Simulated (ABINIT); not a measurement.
An input for ABINIT 10.8.3 (KZnF3 (Pm-3m)):

```
acell 3*1.0 Angstrom
rprim 
  4.050000000000 0.000000000000 0.000000000000
  0.000000000000 4.050000000000 0.000000000000
  0.000000000000 0.000000000000 4.050000000000
ntypat 3
znucl 19 30 9
natom 5
typat 1 2 3 3 3
xred 
  0.000000000000 0.000000000000 0.000000000000
  0.500000000000 0.500000000000 0.500000000000
  0.500000000000 0.500000000000 0.000000000000
  0.000000000000 0.500000000000 0.500000000000
  0.500000000000 0.000000000000 0.500000000000
pp_dirpath "pseudos"
pseudos "K.upf, Zn.upf, F.upf"
ecut 36
ngkpt 2 2 2
nshiftk 1
shiftk 0 0 0
kptopt 1
chksymbreak 0
istwfk *1
occopt 1
irdwfk 1
optdriver 4
nband 69
gwcalctyp 10
ecutsigx 36
symsigma 1
nkptgw 4
kptgw 
  0.0000000000 0.0000000000 0.0000000000
  0.5000000000 0.0000000000 0.0000000000
  0.5000000000 0.5000000000 0.0000000000
  0.5000000000 0.5000000000 0.5000000000
bdgw 
  12 32
  12 32
  12 32
  12 32
ecuteps 3.9
irdscr 1
ppmodel 1
irdqps 1
indata_prefix "in"
outdata_prefix "out"
tmpdata_prefix "tmp"
```

```sh
OMP_NUM_THREADS=1 mpirun -n 4 abinit run.abi > log
```

How long will it take on 4 MPI ranks of Arm Neoverse V1, shared host, and how much memory?

It took 20 s; on shared hardware allow 9.9 s to 40 s. Peak host memory was 1.2 GiB.

[Paths, hosts, dates, memory and timing lines, banners, echoed tables and standing remarks are left out of the program output.]

[Logs are printed without paths, hosts, clocks, repeated set-up lines and the standing remarks that a program may print on its own settings, such as how far it seeks lower states.]

[Runs of the session that timed out or met a known fault of the program may be left out.]

[Hosts, paths, dates, database ids (printed as entryN), source tags and the programs' standing remarks are cut or masked in the printed files.]

[G0W0 gaps are taken among the corrected bands and points alone; a level outside them can change the order at an edge.]

[Where Ansatz stands beside ABINIT at settings called matched, ABINIT's density can come from a denser mesh and the files from another edition; pairs whose starting gaps differed by over 0.03 eV were left out, so agreement reads better than it is.]
